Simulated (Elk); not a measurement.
# Fe3Ge: spin-resolved bands and density of states

Aim: the bands and densities of states of Fe3Ge in the lowest state of several starts.

Main program and level: Elk 11.2.3 (patched build); LDA (Perdew-Wang); all-electron APW+lo, Dirac cores, scalar-relativistic bands.

## Step 1: Starting point

Symmetry: Pm-3m, No. 221, cubic system. Conventional cell: a = 3.661 Å, b = 3.661 Å, c = 3.661 Å, α = 90.00°, β = 90.00°, γ = 90.00°. Fe has 4 Ge at 2.59 Å and 8 Fe at 2.59 Å nearest. Ge has 12 Fe at 2.59 Å nearest. Farther neighbours are not listed.

The cell comes from a database of computed structures and need not be the stable phase.

## Step 2: The magnetic state

Bands and densities of states are read from a converged potential, so the magnetic state comes first.

This is the lowest of the starts that converged (ferro +++).

Moments are seeded by fields in the spheres (the last three columns under atoms), set against the wanted direction and reduced each loop.

elk.in reads:

```
tasks
  0
  33
  73

xctype
  3

rgkmax
  7.0

nempty
  8

swidth
  0.005

reducebf
  0.5

epsengy
  1e-05

maxscl
  100

lmaxi
  3

spinpol
  .true.

sppath
  './'

avec
  6.91734346185 0.00000000000 0.00000000000
  0.00000000000 6.91734346185 0.00000000000
  0.00000000000 0.00000000000 6.91734346185

atoms
  2
  'Fe.in'
  3
  0.0000000000 0.5000000000 0.5000000000   0.000000 0.000000 -0.210000
  0.5000000000 0.5000000000 0.0000000000   0.000000 0.000000 -0.210000
  0.5000000000 0.0000000000 0.5000000000   0.000000 0.000000 -0.210000
  'Ge.in'
  1
  0.0000000000 0.0000000000 0.0000000000   0.000000 0.000000 0.000000

ngridk
  8 8 8

plot3d
  0 0 0
  1 0 0
  0 1 0
  0 0 1
  19 19 19
```

On the command line:

```bash
$ OMP_NUM_THREADS=4 elk
```

Numbers of over 12 decimals in the logs are rounded to 6 here.

Log:

```text
Warning(init1): few empty states an atom for a second variation :    8.000000000
 they are its basis, with spin, DFT+U, afieldc (12 by default), in Hartree-Fock and RDMFT; 30 and more for pressures
Warning(gndstate): core states of species 2 leak from the muffin-tin :   0.3463428794E-03

--- INFO.OUT ---
┌─────────────────────────┐
│ Elk code version 11.2.3 │
└─────────────────────────┘

All units are atomic (Hartree, Bohr, etc.)

┌─────────────────────────────────────────────────┐
│ Ground-state run starting from atomic densities │
└─────────────────────────────────────────────────┘

Lattice vectors :
   6.917343462       0.000000000       0.000000000
   0.000000000       6.917343462       0.000000000
   0.000000000       0.000000000       6.917343462

Species : 1 (Fe)
 parameters loaded from : Fe.in
 name : iron
 nuclear charge    :   -26.00000000
 electronic charge :    26.00000000
 atomic mass :    101799.2075
 muffin-tin radius :    2.400000000
 number of radial points in muffin-tin :    497
 inner part over the whole radius :   0.9741561398E-02
 number on inner part of muffin-tin    :    350
 approximate nuclear radius :   0.7160107270E-04
 number of mesh points to nuclear radius :    166
 atomic positions (lattice), magnetic fields (Cartesian) :
  1 :   0.00000000  0.50000000  0.50000000    0.00000000  0.00000000 -0.21000000
  2 :   0.50000000  0.50000000  0.00000000    0.00000000  0.00000000 -0.21000000
  3 :   0.50000000  0.00000000  0.50000000    0.00000000  0.00000000 -0.21000000

Species : 2 (Ge)
 parameters loaded from : Ge.in
 name : germanium
 nuclear charge    :   -32.00000000
 electronic charge :    32.00000000
 atomic mass :    132414.6196
 muffin-tin radius :    2.400000000
 number of radial points in muffin-tin :    497
 inner part over the whole radius :   0.9750779914E-02
 number on inner part of muffin-tin    :    351
 approximate nuclear radius :   0.7637961215E-04
 number of mesh points to nuclear radius :    170
 atomic positions (lattice), magnetic fields (Cartesian) :
  1 :   0.00000000  0.00000000  0.00000000    0.00000000  0.00000000  0.00000000

Total number of atoms per unit cell :    4
Total muffin-tin volume :    231.6233432
 ratio of muffin-tin to unit cell volume :   0.6997844794

Spin treatment :
 spin-polarised
 global magnetic field (Cartesian) :    0.000000000       0.000000000       0.000000000
 collinear magnetisation in z-direction

Number of Bravais lattice symmetries :   48
Number of crystal symmetries         :   48
Crystal has inversion symmetry
Real symmetric eigensolver will be used

k-point grid :      8     8     8
k-point offset :    0.000000000       0.000000000       0.000000000
k-point set is reduced with full crystal symmetry group
Total number of k-points :       35

Muffin-tin radius times maximum |G+k| :    7.000000000
 using average radius
Maximum |G+k| for APW functions       :    2.916666667
Maximum (1/2)|G+k|²                   :    4.253472222
Maximum |G| for potential and density :    12.00000000
Constant for pseudocharge density :    7
 order of it for each species :   14  14
 order of it for pair densities of each species (exact exchange by exxq0 0: 14) :   10  10
Radial integration step length :    1

G-vector grid sizes :     27    27    27
Number of G-vectors :     9771

Maximum angular momentum used for
 APW functions            :    8
 outer part of muffin-tin :    6
 inner part of muffin-tin :    3

Number of empty states         :     32
Total number of valence states :    128
Total number of core states    :     48

Third-order local-orbitals added for an l without core states : T
Total number of local-orbitals :     89

Exchange-correlation functional :      3     0     0
 Perdew-Wang/Ceperley-Alder, Phys. Rev. B 45, 13244 (1992)
 gradient requirement :    0
 local density approximation (LDA)

Smearing type :    3
 Fermi-Dirac
Smearing width :   0.5000000000E-02
Effective electronic temperature (K) :    1578.875124

Mixing type :    3
 Broyden mixing, J. Phys. A: Math. Gen. 17, L317 (1984)

Kohn-Sham potential initialised from atomic data

┌──────────────────────────────┐
│ Self-consistent loop started │
└──────────────────────────────┘

┌─────────────────┐
│ Loop number : 1 │
└─────────────────┘

Energies :
 Fermi                       :     0.204166
 sum of occupied eigenvalues :     -3417.1608031830
 electron kinetic            :      5996.7576976054
 core electron kinetic       :      5419.8624080556
 Coulomb                     :     -11667.372315169
 Coulomb potential           :     -9093.0562017256
 nuclear-nuclear             :     -1006.8956959568
 electron-nuclear            :     -12265.469220346
 Hartree                     :      1604.9926011339
 Madelung                    :     -7120.8442143058
 xc potential                :     -320.50946581857
 xc effective B-field        :    -0.302715
 external B-field            :      0.000000
 exchange                    :     -228.19168088851
 correlation                 :     -9.549761
 electron entropic           :    -0.76367820786972E-02
 total energy                :     -5908.3636965447
 (external B-field energy excluded from total)

Density of states at Fermi energy :    89.60002032
 (states/Hartree/unit cell)

Estimated indirect band gap :   0.1293405644E-02
 from k-point 14 to k-point 14
Estimated direct band gap   :   0.1293405644E-02
 at k-point 14

Charges :
 core                        :    48.00000000
 valence                     :    62.00000000
 interstitial                :    3.680073110
 muffin-tins (core leakage)
  species : 1 (Fe)
   atom 1                    :    25.26466719     ( -0.3613843290E-05)
   atom 2                    :    25.26466719     ( -0.3613843290E-05)
   atom 3                    :    25.26466719     ( -0.3613843290E-05)
  species : 2 (Ge)
   atom 1                    :    30.52592532     (  0.3757232454E-03)
 total in muffin-tins        :    106.3199269
 total calculated charge     :    109.9985616
 total charge                :    110.0000000
 error                       :   0.1438446615E-02

Moments :
 interstitial                :  -0.5938843343E-01
 muffin-tins
  species : 1 (Fe)
   atom 1                    :    2.315403338
   atom 2                    :    2.315403338
   atom 3                    :    2.315403338
  species : 2 (Ge)
   atom 1                    :  -0.1210466764
 total in muffin-tins        :    6.825163338
 total moment                :    6.765774904

[... earlier loops left out ...]

┌──────────────────┐
│ Loop number : 20 │
└──────────────────┘

Energies :
 Fermi                       :     0.322207
 sum of occupied eigenvalues :     -3407.3582845588
 electron kinetic            :      6000.7626517714
 core electron kinetic       :      5420.8915243266
 Coulomb                     :     -11670.807030567
 Coulomb potential           :     -9093.1789587524
 nuclear-nuclear             :     -1006.8956959568
 electron-nuclear            :     -12272.095807874
 Hartree                     :      1608.1844732633
 Madelung                    :     -7124.2175511911
 xc potential                :     -314.69094577407
 xc effective B-field        :    -0.251032
 external B-field            :      0.000000
 exchange                    :     -228.32503346885
 correlation                 :     -9.556644
 electron entropic           :    -0.88755633136370E-02
 total energy                :     -5907.9349319909
 (external B-field energy excluded from total)

Density of states at Fermi energy :    103.0309860
 (states/Hartree/unit cell)

Estimated indirect band gap :   0.5204893811E-03
 from k-point 27 to k-point 22
Estimated direct band gap   :   0.5316853897E-02
 at k-point 15

Charges :
 core                        :    48.00000000
 valence                     :    62.00000000
 interstitial                :    3.665036345
 muffin-tins (core leakage)
  species : 1 (Fe)
   atom 1                    :    25.19249473     ( -0.3613843347E-05)
   atom 2                    :    25.19249473     ( -0.3613843347E-05)
   atom 3                    :    25.19249473     ( -0.3613843347E-05)
  species : 2 (Ge)
   atom 1                    :    30.75747947     (  0.3463428794E-03)
 total in muffin-tins        :    106.3349637
 total calculated charge     :    109.9986081
 total charge                :    110.0000000
 error                       :   0.1391863116E-02

Moments :
 interstitial                :  -0.2757208291E-01
 muffin-tins
  species : 1 (Fe)
   atom 1                    :    2.109172624
   atom 2                    :    2.109172624
   atom 3                    :    2.109172624
  species : 2 (Ge)
   atom 1                    :  -0.1130806704
 total in muffin-tins        :    6.214437201
 total moment                :    6.186865118

┌──────────────────────────────┐
│ Self-consistent loop stopped │
└──────────────────────────────┘

Warning : core states of species 2 leak from the muffin-tin :   0.3463428794E-03

Wrote STATE.OUT
```

Wall time 64 s (4 threads of Arm Neoverse V2, shared host); peak memory 0.26 GiB; 4.1 min of CPU time.

Spin moment in the muffin-tin sphere by atom:

```csv
atom,spin moment in the muffin-tin sphere (μB)
Fe1,2.11
Fe2,2.11
Fe3,2.11
Ge4,-0.11
```

Numbers from this step:

| Quantity | Value |
| --- | --- |
| density of states at the Fermi level | 3.786 states/eV/cell |
| moment between the spheres | -0.02757 μB |
| magnetization | 6.187 μB |
| final state | ferromagnetic |

## Step 3: Levels along a path and on the mesh

The potential is kept. Point names follow a standard table for this cell's lattice and can differ from other conventions. The density of states is interpolated from the levels on the mesh (so its value at the Fermi level can differ from the smeared one of the ground-state run), and the bands are solved anew along a path of special points.

elk.in reads:

```
tasks
  10
  20
  15

xctype
  3

rgkmax
  7.0

nempty
  8

swidth
  0.005

reducebf
  0.5

epsengy
  1e-05

maxscl
  100

lmaxi
  3

spinpol
  .true.

sppath
  './'

avec
  6.91734346185 0.00000000000 0.00000000000
  0.00000000000 6.91734346185 0.00000000000
  0.00000000000 0.00000000000 6.91734346185

atoms
  2
  'Fe.in'
  3
  0.0000000000 0.5000000000 0.5000000000   0.000000 0.000000 -0.000210
  0.5000000000 0.5000000000 0.0000000000   0.000000 0.000000 -0.000210
  0.5000000000 0.0000000000 0.5000000000   0.000000 0.000000 -0.000210
  'Ge.in'
  1
  0.0000000000 0.0000000000 0.0000000000   0.000000 0.000000 0.000000

ngridk
  8 8 8

wplot
  300 60 1
  -0.35000 0.25000

plot1d
  7 84
  0.00000000 0.00000000 0.00000000
  0.00000000 0.50000000 0.00000000
  0.50000000 0.50000000 0.00000000
  0.00000000 0.00000000 0.00000000
  0.50000000 0.50000000 0.50000000
  0.00000000 0.50000000 0.00000000
  0.50000000 0.50000000 0.50000000
```

On the command line:

```bash
$ OMP_NUM_THREADS=4 elk
```

Log:

```text
┌─────────────────────────────────┐
│ Elk code version 11.2.3 started │
└─────────────────────────────────┘

┌───────────────────┐
│ Current task : 10 │
└───────────────────┘

Info(writedos):
 Total density of states written to TDOS.OUT

 Partial density of states written to PDOS_Sss_Aaaaa.OUT
 for all species and atoms

 Spin-quantisation axis :    0.000000000       0.000000000       1.000000000

 Eigenvalues of a random matrix symmetrised with the site
 symmetries in the Yₗₘ basis written to ELMIREP.OUT for all
 species and atoms. Degenerate eigenvalues correspond to
 irreducible representations of each site symmetry group

 Interstitial density of states written to IDOS.OUT

 Fermi energy is at zero in plots

 DOS units are states/Hartree/unit cell

┌───────────────────┐
│ Current task : 20 │
└───────────────────┘

Info(bandstr):
 Band structure plot written to BAND.OUT

 Fermi energy is at zero in plot

 Vertex location lines written to BANDLINES.OUT

┌───────────────────┐
│ Current task : 15 │
└───────────────────┘

Warning(init1): few empty states an atom for a second variation :    8.000000000
 they are its basis, with spin, DFT+U, afieldc (12 by default), in Hartree-Fock and RDMFT; 30 and more for pressures

Info(writelsj):
 muffin-tin L, S and J expectation values written to LSJ.OUT

┌──────────────────┐
│ Elk code stopped │
└──────────────────┘
```

Elapsed: 44 s, on 4 threads; peak memory 0.28 GiB.

Electronic bands along the path, in eV, zero at the Fermi level; # counts the bands kept:

```csv
point,up #16,up #17,up #18,up #19,down #10,down #11,down #12,down #13
Γ,-0.14,-0.14,-0.14,3.03,0.12,0.12,0.12,1.20
0.45 of the way,-0.14,0.96,0.96,3.90,-0.08,0.62,0.62,0.91
X,-0.13,3.18,3.18,3.78,-0.41,0.18,0.18,0.27
0.55 of the way,-0.74,0.88,1.77,4.03,-0.20,-0.19,0.39,0.51
M,-1.20,0.46,0.46,5.08,-0.01,0.13,0.13,0.15
halfway,-0.52,0.41,2.28,4.19,0.20,0.35,0.51,0.66
Γ,-0.14,-0.14,-0.14,3.03,0.12,0.12,0.12,1.20
halfway,-0.33,0.56,0.56,3.90,0.24,0.34,0.34,0.68
R,-0.39,-0.39,-0.39,0.08,-0.17,0.22,0.22,0.22
halfway,-0.49,0.77,1.41,1.45,-0.09,0.22,0.38,0.52
X,-0.13,3.18,3.18,3.78,-0.41,0.18,0.18,0.27
0.47 of the way,-0.49,0.94,1.52,1.68,-0.01,0.19,0.31,0.50
R,-0.39,-0.39,-0.39,0.08,-0.17,0.22,0.22,0.22
```

The density of states has structure finer than the step of the table below, so its rows give means over 0.5 eV, whole bins alone (the curve runs from -9.52 to 6.75 eV). Peaks (eV: height): up -4.19: 5.32, -2.56: 6.05, -1.74: 6.56, -1.52: 7.01; down -1.85: 4.01, -1.41: 3.47, -1.03: 5.26, 0.54: 7.22; Fe1 d up -3.32: 1.24, -2.56: 1.76, -1.74: 2.00, -1.52: 2.19; Fe1 d down -1.85: 1.08, -1.41: 0.893, -0.93: 1.42, 0.54: 2.15; Ge4 p up -5.06: 0.202, -4.19: 0.666, 0.54: 0.223.

The density of states by energy, zero at the Fermi level; means over each step; values in states/eV/cell:

```csv
energy (eV),up,down,Fe1 d up,Fe1 d down,Ge4 p up,Ge4 p down
-9.0,0.00262,0.0967,2.1e-4,0.00503,0,1.6e-4
-8.5,0,0,0,0,0,0
-8.0,0,0,0,0,0,0
-7.5,0.00895,0,2.5e-4,0,0.00163,0
-7.0,0.172,0.0347,0.00587,7.1e-4,0.0312,0.00683
-6.5,0.438,0.229,0.0208,0.00575,0.0788,0.0453
-6.0,0.896,0.482,0.0642,0.0166,0.156,0.0976
-5.5,0.906,0.791,0.0953,0.0384,0.141,0.161
-5.0,1.02,0.693,0.136,0.0436,0.169,0.142
-4.5,1.26,0.866,0.251,0.0735,0.151,0.183
-4.0,3.16,0.503,0.682,0.0553,0.290,0.0995
-3.5,2.66,1.25,0.713,0.158,0.0505,0.271
-3.0,2.84,2.10,0.788,0.388,0.0296,0.283
-2.5,4.19,1.36,1.19,0.265,0.0638,0.0622
-2.0,3.31,2.66,1.000,0.704,0.0281,0.0291
-1.5,6.13,2.59,1.87,0.670,0.0270,0.0451
-1.0,3.12,3.86,0.869,1.02,0.0348,0.103
-0.5,1.74,0.961,0.560,0.271,0.00225,0.00918
0.0,0.558,2.83,0.159,0.845,0.0261,0.0119
0.5,1.40,6.12,0.326,1.84,0.146,0.0203
1.0,0.897,3.01,0.174,0.935,0.120,0.00521
1.5,0.734,1.76,0.118,0.572,0.117,0.00654
2.0,0.643,1.45,0.0899,0.399,0.115,0.0974
2.5,0.446,1.46,0.0555,0.347,0.0873,0.137
3.0,0.319,0.889,0.0359,0.170,0.0655,0.111
3.5,0.353,0.602,0.0355,0.0977,0.0726,0.0849
4.0,0.409,0.372,0.0300,0.0522,0.0518,0.0585
4.5,0.510,0.515,0.0429,0.0561,0.0272,0.0709
5.0,0.599,0.444,0.0481,0.0323,0.0223,0.0352
5.5,0.794,0.359,0.0576,0.0316,0.0339,0.0161
6.0,0.740,0.809,0.0541,0.0847,0.0579,0.0260
```

## Step 4: Outcome

| Quantity | Value |
| --- | --- |
| state | ferromagnetic |
| largest moment | 2.11 μB |

Right at the Fermi level (the table gives means over its steps) the density of states is 0.34 states/eV a cell for spin up and 2.8 for spin down. Within the window shown, the centres of the Fe1 d states of the two spins lie 1.8 eV apart, a rough measure of the splitting of the spins. The state is the lowest of the starts that converged. These are Kohn–Sham levels without spin–orbit coupling.

[Logs and program files are shortened in this print: banners, set-up blocks, solver, clock and traceback lines can be left out without a mark of their own.]

[Logs are printed without paths, hosts, clocks, repeated set-up lines and the standing remarks that a program may print on its own settings, such as how far it seeks lower states.]

[Hosts, paths, dates, database ids (printed as entryN), source tags and the programs' standing remarks are cut or masked in the printed files.]

[Where a cell is said to come from a database of computed structures, the database is the Materials Project.]
